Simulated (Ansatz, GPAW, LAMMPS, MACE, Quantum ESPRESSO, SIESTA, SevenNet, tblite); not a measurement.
**Other levels on glassy 75SrO-25TiO2 (mol %) (63 atoms)**

Density of this cell: 4.55 g/cm³. The cell holds 63 atoms: 21 Sr, 7 Ti and 35 O. Its edges and angles: a = 9.996 Å, b = 9.996 Å, c = 9.996 Å, α = 90.0°, β = 90.0°, γ = 90.0°. 63 atoms (21 Sr, 7 Ti, 35 O) placed at random at 4.92 g/cm³, melted at 4000 K for 10 ps at fixed volume with the Morse and Coulomb pair potential with partial charges (Pedone, Malavasi, Menziani, Cormack and Segre, J. Phys. Chem. B 110, 11780 (2006)). Quenched from 4000 K to 300 K at 25 K/ps and fixed volume, held 10 ps at zero pressure.

Geometry: as built.

The reference, a calculation:

```
method                                           : Kohn-Sham DFT, PBE, PAW, plane waves (Ansatz 0.2.0); cutoff 420 eV, Γ point, fermi-dirac smearing of 0.05 eV; PAW set soft_2
r.m.s. force component                           : 0.6482 eV/Å
longest force                                    : 1.942 eV/Å
pressure                                         : -0.4079 GPa
gap (highest filled to lowest empty level) : 2.442 eV
SCF cycles                                       : 11
time                                             : 15 s on 4 threads of Arm Neoverse V1, shared host
CPU time                                         : 55 s
```

Q: Estimate the differences from the reference, the CPU time and the memory of each run.
- SIESTA PBE, DZP, shift 0.01 Ry, mesh 500 Ry (SIESTA 5.4.2; 2 MPI ranks)
- SIESTA PBE, DZP, shift 0.005 Ry, mesh 500 Ry (SIESTA 5.4.2; 2 MPI ranks)
- tblite GFN1-xTB (tblite 0.8.0; 1 thread)
- GPAW PBE, grid h 0.2 Å (GPAW 26.7.0; 2 MPI ranks)
- MACE MPA-0 medium potential (MACE MPA-0 medium; 1 thread)
- QE PBE+D3(BJ), sssp-1.3.0-efficiency, 60/480 Ry (Quantum ESPRESSO 7.5; 4 MPI ranks)
- SIESTA PBE, SZ, shift 0.02 Ry, mesh 500 Ry (SIESTA 5.4.2; 1 thread)
- MACE MP-0b3 medium potential (MACE MP-0b3 medium; 1 thread)
- SIESTA PBE, SZ, shift 0.01 Ry, mesh 500 Ry (SIESTA 5.4.2; 1 thread)
- QE PBE, sssp-1.3.0-efficiency, 60/480 Ry (Quantum ESPRESSO 7.5; 4 MPI ranks)

Differences are against the plane-wave reference, forces as r.m.s. over components; share is that over the reference's r.m.s. force, slope the least-squares factor from reference forces to these. Total energies of different programs have different zeros and aren't compared.

| run | Δ force, r.m.s. (meV/Å) | share (%) | slope | Δ pressure (GPa) | Δ gap (eV) | cores | CPU time | memory (GiB) |
| --- | --- | --- | --- | --- | --- | --- | --- | --- |
| reference | - | - | - | - | - | 4 | 55 s | 1.2 |
| SIESTA PBE, DZP, shift 0.01 Ry, mesh 500 Ry | 291 | 44.9 | 1.240 | 3.37 | -0.604 | 2 | 5.6 min | 1.9 |
| SIESTA PBE, DZP, shift 0.005 Ry, mesh 500 Ry | 279 | 43.1 | 1.234 | 3.56 | -0.524 | 2 | 8.1 min | 2.3 |
| tblite GFN1-xTB | 1382 | 213 | 1.882 | -42.7 | - | 1 | 8.4 s | 0.11 |
| GPAW PBE, grid h 0.2 Å | 55.2 | 8.52 | 1.028 | - | 0.0092 | 2 | 8.2 min | 1.8 |
| MACE MPA-0 medium potential | 69.0 | 10.6 | 1.008 | 0.703 | - | 1 | 8.6 s | 0.85 |
| QE PBE+D3(BJ), sssp-1.3.0-efficiency, 60/480 Ry | 6.93 | 1.07 | 0.997 | -2.56 | -0.0046 | 4 | 14 min | 3.1 |
| SIESTA PBE, SZ, shift 0.02 Ry, mesh 500 Ry (coarse) | 677 | 105 | 0.915 | -4.90 | - | 1 | 2.5 min | 0.75 |
| MACE MP-0b3 medium potential | 78.0 | 12.0 | 0.974 | 1.11 | - | 1 | 8.7 s | 0.86 |
| SIESTA PBE, SZ, shift 0.01 Ry, mesh 500 Ry (coarse) | 571 | 88.0 | 1.105 | 1.57 | - | 1 | 2.7 min | 0.85 |
| QE PBE, sssp-1.3.0-efficiency, 60/480 Ry | 2.42 | 0.373 | 0.998 | -0.227 | -0.0046 | 4 | 14 min | 3.1 |

Rows marked coarse were listed beforehand as settings not expected to be converged; some can still land near the reference.

Times of the machine-learned potentials are mostly Python's start and the loading of weights.

CPU time is summed over cores on a shared host, where runs went side by side, so it is rough. Symmetry, cutoffs, thresholds, outputs and thread counts weren't matched or tuned between programs; memory under MPI is the largest rank's times the ranks.

PBE on plane waves or a grid with other potentials, cutoffs or grids, coarse settings apart, differs from the reference by 0.37 % (QE PBE, sssp-1.3.0-efficiency, 60/480 Ry) to 8.5 % (GPAW PBE, grid h 0.2 Å) of the r.m.s. force; this holds the reference's own error, so differences of a few per cent don't tell which side is nearer the exact PBE result (QE's 60 Ry are 816 eV, against the reference's 420 eV). The PBE runs in local orbitals, coarse settings apart, differ by 43 % (SIESTA PBE, DZP, shift 0.005 Ry, mesh 500 Ry) to 45 % (SIESTA PBE, DZP, shift 0.01 Ry, mesh 500 Ry); basis, grid and potentials can all enter, and differences of this size make the forces unusable. Tight binding differs by 213 % (tblite GFN1-xTB); it is another model, with fitted parameters of its own, and the xTB methods hold dispersion. Machine-learned potentials differ by 11 % (MACE MPA-0 medium potential) to 12 % (MACE MP-0b3 medium potential); they were trained on other programs' data. Periodic xTB results under one method name differ between programs and library versions. Machine-learned potentials mimic data converged in k, so the reference's own k-point error enters their differences. The network of bonds at the start is that of the classical potential that made the cell, and needn't be the one that DFT or experiment would give. The electronic-structure runs sample only Γ, in a cell whose shortest periodic width is 10 Å.

[Logs are printed without paths, hosts, clocks, repeated set-up lines and the standing remarks that a program may print on its own settings, such as how far it seeks lower states.]

[Hosts, paths, dates, database ids (printed as entryN), source tags and the programs' standing remarks are cut or masked in the printed files.]
